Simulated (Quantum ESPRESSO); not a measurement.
# NiSO4: which magnetic order is lowest

A self-consistent run ends on one state, which hangs on the start. Several orders of NiSO4 are started in Quantum ESPRESSO and their energies compared.

Program: Quantum ESPRESSO 7.5. Level of theory: LDA; plane waves with GBRV 1.5 LDA potentials, no spin-orbit coupling. Results are calculated unless marked as measured.

## (1) The starting structure

Symmetry: Cmcm, No. 63, orthorhombic system. Conventional cell: a = 5.155 Å, b = 7.842 Å, c = 6.338 Å, α = 90.00°, β = 90.00°, γ = 90.00°. Ni has 6 O at 1.99 to 2.05 Å nearest. Nearest to S lie 4 O at 1.53 to 1.60 Å. O has 1 S at 1.53 Å and 1 Ni at 1.99 Å nearest. Nearest to O lie 1 S at 1.60 Å and 2 Ni at 2.05 Å. Farther neighbours and most contacts between anions are not listed.

The cell comes from the Crystallography Open Database.

## (2) Run 1 (ferro ++)

The signs are those of the starting moments on the seeded atoms, the atoms that are given a moment.

Contents of pw.in:

```
&CONTROL
  calculation = 'scf'
  prefix = 'pwscf'
  outdir = './tmp'
  pseudo_dir = './pseudo'
  disk_io = 'nowf'
/
&SYSTEM
  ibrav = 0
  nat = 12
  ntyp = 3
  ecutwfc = 40
  ecutrho = 280
  nbnd = 65
  occupations = 'smearing'
  smearing = 'fd'
  degauss = 0.00367493
  nspin = 2
  starting_magnetization(1) = 0.1111
  starting_magnetization(2) = 0
  starting_magnetization(3) = 0
/
&ELECTRONS
  conv_thr = 2.4d-08
  electron_maxstep = 150
  mixing_beta = 0.3
/
ATOMIC_SPECIES
Ni     58.6934 ni_lda_v1.4.uspp.F.UPF
S      32.0600 s_lda_v1.4.uspp.F.UPF
O      15.9990 o_lda_v1.2.uspp.F.UPF
CELL_PARAMETERS angstrom
   2.5775000000   -3.9210000000    0.0000000000
   2.5775000000    3.9210000000    0.0000000000
   0.0000000000    0.0000000000    6.3380000000
ATOMIC_POSITIONS crystal
Ni      0.0000000000    0.0000000000    0.0000000000
Ni      0.0000000000    0.0000000000    0.5000000000
S       0.6400000000    0.3600000000    0.2500000000
S       0.3600000000    0.6400000000    0.7500000000
O       0.7500000000    0.2500000000    0.0500000000
O       0.2500000000    0.7500000000    0.5500000000
O       0.2500000000    0.7500000000    0.9500000000
O       0.7500000000    0.2500000000    0.4500000000
O       0.7700000000    0.7300000000    0.2500000000
O       0.2300000000    0.2700000000    0.7500000000
O       0.7300000000    0.7700000000    0.7500000000
O       0.2700000000    0.2300000000    0.2500000000
K_POINTS automatic
6 6 6 0 0 0
```

Started as:

```sh
$ OMP_NUM_THREADS=1 mpirun -n 4 pw.x -nk 4 -in pw.in > pw.out
```

Output:

```text
Program PWSCF v.7.5 starts

     Message from routine setup:
     using ibrav=0 with symmetry is DISCOURAGED, use correct ibrav instead

     K-points division:     npool     =       4
     Subspace diagonalization in iterative solution of the eigenvalue problem:

     G-vector sticks info
     --------------------
     sticks:   dense  smooth     PW     G-vecs:    dense   smooth      PW
     Sum        1607     911    279                68401    29479    5077

     Using Slab Decomposition

     bravais-lattice index     =            0
     lattice parameter (alat)  =       8.8672  a.u.
     unit-cell volume          =     864.5186 (a.u.)^3
     number of atoms/cell      =           12
     number of atomic types    =            3
     number of electrons       =        96.00
     number of Kohn-Sham states=           65
     kinetic-energy cutoff     =      40.0000  Ry
     charge density cutoff     =     280.0000  Ry
     scf convergence threshold =      2.4E-08
     mixing beta               =       0.3000
     number of iterations used =            8  plain     mixing
     Exchange-correlation= SLA  PZ   NOGX NOGC
                           (   1   1   0   0   0   0   0)

     celldm(1)=   8.867176  celldm(2)=   0.000000  celldm(3)=   0.000000
     celldm(4)=   0.000000  celldm(5)=   0.000000  celldm(6)=   0.000000

     crystal axes: (cart. coord. in units of alat)
               a(1) = (   0.549303  -0.835623   0.000000 )
               a(2) = (   0.549303   0.835623   0.000000 )
               a(3) = (   0.000000   0.000000   1.350721 )

     reciprocal axes: (cart. coord. in units 2 pi/alat)
               b(1) = (  0.910244 -0.598356  0.000000 )
               b(2) = (  0.910244  0.598356 -0.000000 )
               b(3) = ( -0.000000  0.000000  0.740345 )

     PseudoPot. # 1 for Ni read from file:
     ni_lda_v1.4.uspp.F.UPF
     Pseudo is Ultrasoft + core correction, Zval = 18.0
     Generated by new atomic code, or converted to UPF format
     Using radial grid of  865 points,  6 beta functions with:
                l(1) =   0
                l(2) =   0
                l(3) =   1
                l(4) =   1
                l(5) =   2
                l(6) =   2
     Q(r) pseudized with 10 coefficients,  rinner =    0.980   0.980   0.980
                                                       0.980   0.980

     PseudoPot. # 2 for S  read from file:
     s_lda_v1.4.uspp.F.UPF
     Pseudo is Ultrasoft + core correction, Zval =  6.0
     Generated by new atomic code, or converted to UPF format
     Using radial grid of  907 points,  6 beta functions with:
                l(1) =   0
                l(2) =   0
                l(3) =   1
                l(4) =   1
                l(5) =   2
                l(6) =   2
     Q(r) pseudized with  8 coefficients,  rinner =    1.300   1.300   1.300
                                                       1.300   1.300

     PseudoPot. # 3 for O  read from file:
     o_lda_v1.2.uspp.F.UPF
     Pseudo is Ultrasoft + core correction, Zval =  6.0
     Generated by new atomic code, or converted to UPF format
     Using radial grid of  737 points,  5 beta functions with:
                l(1) =   0
                l(2) =   0
                l(3) =   1
                l(4) =   1
                l(5) =   2
     Q(r) pseudized with  8 coefficients,  rinner =    0.900   0.900   0.900
                                                       0.900   0.900

     atomic species   valence    mass     pseudopotential
     Ni               18.00    58.69340     Ni( 1.00)
     S                 6.00    32.06000     S ( 1.00)
     O                 6.00    15.99900     O ( 1.00)

     Starting magnetic structure
     atomic species   magnetization
     Ni              0.111
     S               0.000
     O               0.000

      8 Sym. Ops., with inversion, found ( 4 have fractional translation)

   Cartesian axes

     site n.     atom                  positions (alat units)
         1        Ni     tau(   1) = (   0.0000000   0.0000000   0.0000000  )
         2        Ni     tau(   2) = (   0.0000000   0.0000000   0.6753607  )
         3        S      tau(   3) = (   0.5493033  -0.2339744   0.3376804  )
         4        S      tau(   4) = (   0.5493033   0.2339744   1.0130411  )
         5        O      tau(   5) = (   0.5493033  -0.4178115   0.0675361  )
         6        O      tau(   6) = (   0.5493033   0.4178115   0.7428968  )
         7        O      tau(   7) = (   0.5493033   0.4178115   1.2831854  )
         8        O      tau(   8) = (   0.5493033  -0.4178115   0.6078246  )
         9        O      tau(   9) = (   0.8239550  -0.0334249   0.3376804  )
        10        O      tau(  10) = (   0.2746517   0.0334249   1.0130411  )
        11        O      tau(  11) = (   0.8239550   0.0334249   1.0130411  )
        12        O      tau(  12) = (   0.2746517  -0.0334249   0.3376804  )

     number of k points=    52  Fermi-Dirac smearing, width (Ry)=  0.0037
                       cart. coord. in units 2pi/alat
        k(    1) = (   0.0000000   0.0000000   0.0000000), wk =   0.0046296
        k(    2) = (   0.0000000   0.0000000   0.1233908), wk =   0.0092593
        k(    3) = (   0.0000000   0.0000000   0.2467817), wk =   0.0092593
        k(    4) = (   0.0000000   0.0000000  -0.3701725), wk =   0.0046296
        k(    5) = (   0.1517073   0.0997260   0.0000000), wk =   0.0185185
        [... 47 further k-points ...]

     Dense  grid:    68401 G-vectors     FFT dimensions: (  48,  48,  64)

     Smooth grid:    29479 G-vectors     FFT dimensions: (  36,  36,  50)

     Check: negative core charge=   -0.000007
     Generating pointlists ...
     new r_m :   0.1746 (alat units)  1.5481 (a.u.) for type    1
     new r_m :   0.1348 (alat units)  1.1952 (a.u.) for type    2
     new r_m :   0.1348 (alat units)  1.1952 (a.u.) for type    3

     Initial potential from superposition of free atoms

     starting charge      91.9999, renormalised to      96.0000
     Starting wfcs are   66 randomized atomic wfcs

     Self-consistent Calculation

     iteration #  1     ecut=    40.00 Ry     beta= 0.30
     Davidson diagonalization with overlap
     ethr =  1.00E-02,  avg # of iterations =  5.0

     total energy              =    -988.54684359 Ry
     estimated scf accuracy    <      14.01489906 Ry

     total magnetization       =     3.64 Bohr mag/cell
     absolute magnetization    =     3.92 Bohr mag/cell

     iteration #  2     ecut=    40.00 Ry     beta= 0.30
     Davidson diagonalization with overlap
     ethr =  1.00E-02,  avg # of iterations =  2.9

     total energy              =    -991.21477872 Ry
     estimated scf accuracy    <      12.27482895 Ry

     total magnetization       =     0.29 Bohr mag/cell
     absolute magnetization    =     0.47 Bohr mag/cell

     iteration #  3     ecut=    40.00 Ry     beta= 0.30
     Davidson diagonalization with overlap
     ethr =  1.00E-02,  avg # of iterations =  2.0

     total energy              =    -992.55129599 Ry
     estimated scf accuracy    <       0.37895157 Ry

     total magnetization       =     3.89 Bohr mag/cell
     absolute magnetization    =     3.94 Bohr mag/cell

     [... further iterations left out ...]

     iteration # 10     ecut=    40.00 Ry     beta= 0.30
     Davidson diagonalization with overlap
     ethr =  3.02E-08,  avg # of iterations =  2.2

     total energy              =    -992.59747165 Ry
     estimated scf accuracy    <       0.00000293 Ry

     total magnetization       =     3.99 Bohr mag/cell
     absolute magnetization    =     4.10 Bohr mag/cell

     iteration # 11     ecut=    40.00 Ry     beta= 0.30
     Davidson diagonalization with overlap
     ethr =  3.05E-09,  avg # of iterations =  4.1

     total energy              =    -992.59747280 Ry
     estimated scf accuracy    <       0.00000049 Ry

     total magnetization       =     3.99 Bohr mag/cell
     absolute magnetization    =     4.10 Bohr mag/cell

     iteration # 12     ecut=    40.00 Ry     beta= 0.30
     Davidson diagonalization with overlap
     ethr =  5.12E-10,  avg # of iterations =  2.1

     total energy              =    -992.59747301 Ry
     estimated scf accuracy    <       0.00000005 Ry

     total magnetization       =     3.99 Bohr mag/cell
     absolute magnetization    =     4.10 Bohr mag/cell

     iteration # 13     ecut=    40.00 Ry     beta= 0.30
     Davidson diagonalization with overlap
     ethr =  5.63E-11,  avg # of iterations =  2.3

     Magnetic moment per site  (integrated on atomic sphere of radius R)
     atom   1 (R=0.175)  charge= 15.3964  magn=  1.5499
     atom   2 (R=0.175)  charge= 15.3964  magn=  1.5499
     atom   3 (R=0.135)  charge=  1.3771  magn=  0.0126
     atom   4 (R=0.135)  charge=  1.3771  magn=  0.0126
     atom   5 (R=0.135)  charge=  4.1865  magn=  0.0471
     atom   6 (R=0.135)  charge=  4.1865  magn=  0.0471
     atom   7 (R=0.135)  charge=  4.1865  magn=  0.0471
     atom   8 (R=0.135)  charge=  4.1865  magn=  0.0471
     atom   9 (R=0.135)  charge=  4.1643  magn=  0.1021
     atom  10 (R=0.135)  charge=  4.1643  magn=  0.1021
     atom  11 (R=0.135)  charge=  4.1643  magn=  0.1021
     atom  12 (R=0.135)  charge=  4.1643  magn=  0.1021

     End of self-consistent calculation

     Number of k-points >= 100: set verbosity='high' to print the bands.

     the Fermi energy is     7.3382 ev

!    total energy              =    -992.59747314 Ry
     estimated scf accuracy    <       0.00000002 Ry
     smearing contrib. (-TS)   =      -0.00029499 Ry
     internal energy E=F+TS    =    -992.59717815 Ry

     The total energy is F=E-TS. E is the sum of the following terms:
     one-electron contribution =    -701.28887251 Ry
     hartree contribution      =     397.65768601 Ry
     xc contribution           =    -144.46431753 Ry
     ewald contribution        =    -544.50167412 Ry

     total magnetization       =     3.99 Bohr mag/cell
     absolute magnetization    =     4.10 Bohr mag/cell

     convergence has been achieved in  13 iterations

=------------------------------------------------------------------------------=
   JOB DONE.
=------------------------------------------------------------------------------=
```

Wall time 2.5 min (4 MPI ranks of Arm Neoverse V2, shared host); peak memory 0.9 GiB.

Spin moment in the atom's sphere by atom:

| atom | spin moment in the atom's sphere (μB) |
| --- | --- |
| Ni1 | 1.55 |
| Ni2 | 1.55 |
| S3 | 0.01 |
| S4 | 0.01 |
| O5 | 0.05 |
| O6 | 0.05 |
| O7 | 0.05 |
| O8 | 0.05 |
| O9 | 0.10 |
| O10 | 0.10 |
| O11 | 0.10 |
| O12 | 0.10 |

Read from the output:

```yaml
smearing_term_ts: 0.004014 eV
magnetization: 3.991 μB
absolute_magnetization: 4.105 μB
final_state: ferromagnetic
```

Spin density in the bc plane of the conventional cell at fractional x = 0.000, with atoms of Ni and S and O within 0.2 Å of it.

Ten even steps from '0' (0.0 e/Å³) to '9' (4.5 e/Å³), each cell a mean:
```
5000000000000000000014
0000000000000000000000
0000000000000000000000
0000000000000000000000
0000000000000000000000
0000000000000000000000
0000000000000000000000
4000000000000000000013
9500000000000000000017
1000000000000000000000
0000000000000000000000
0000000000000000000000
0000000000000000000000
0000000000000000000000
0000000000000000000000
1000000000000000000000
9500000000000000000016
```
Columns run along b (7.8 Å), rows up along c (6.3 Å), edges of the conventional cell, whose origin can differ from the input's. Atoms in or near the plane, at fractional coordinates: Ni at (0.00, 0.00), Ni at (0.00, 0.50), S at (0.36, 0.25), S at (0.64, 0.75), O at (0.25, 0.05), O at (0.75, 0.55), O at (0.75, 0.95), O at (0.25, 0.45).

Valence density in the bc plane of the conventional cell at fractional x = 0.000, with atoms of Ni and S and O within 0.2 Å of it. It is the smooth field of the valence electrons, not physical close to the nuclei.

Ten steps, logarithmic in the rise over the least value, from '_' (0 e/Å³) to '@' (36 e/Å³), each cell a mean:
```
@@**::..::----::__________..::++****--::==%%
++--..____....__________....--==++++--..::==
....__________________....::--------..____..
______________________..::::::::::..________
______________________..::::::::::..________
....__________________....::------::..____..
==--..____....__________....--==++++--..::==
@@**::..::----..__________..::++****--::==%%
@@##::::==**++--..__________..==++==::::++@@
##++::::++**++--..____________..::::....--**
::......--====--::....__________________..::
________..::----::::..______________________
__________::::::::::::..____________________
________..::--::::::..______________________
::......--====--::....__________________..::
##==::::++**++--::____________..::::....--**
@@##::::==**++--..__________..--++==::..++@@
```
Columns run along b (7.8 Å), rows up along c (6.3 Å), edges of the conventional cell, whose origin can differ from the input's. Atoms in or near the plane, at fractional coordinates: Ni at (0.00, 0.00), Ni at (0.00, 0.50), S at (0.36, 0.25), S at (0.64, 0.75), O at (0.25, 0.05), O at (0.75, 0.55), O at (0.75, 0.95), O at (0.25, 0.45).

(Part 1 of 2 ends here.)

[Logs and program files are shortened in this print: banners, set-up blocks, solver, clock and traceback lines can be left out without a mark of their own.]

[Logs are printed without paths, hosts, clocks, repeated set-up lines and the standing remarks that a program may print on its own settings, such as how far it seeks lower states.]

[Hosts, paths, dates, database ids (printed as entryN), source tags and the programs' standing remarks are cut or masked in the printed files.]

[Where a cell is said to come from a database of computed structures, the database is the Materials Project.]
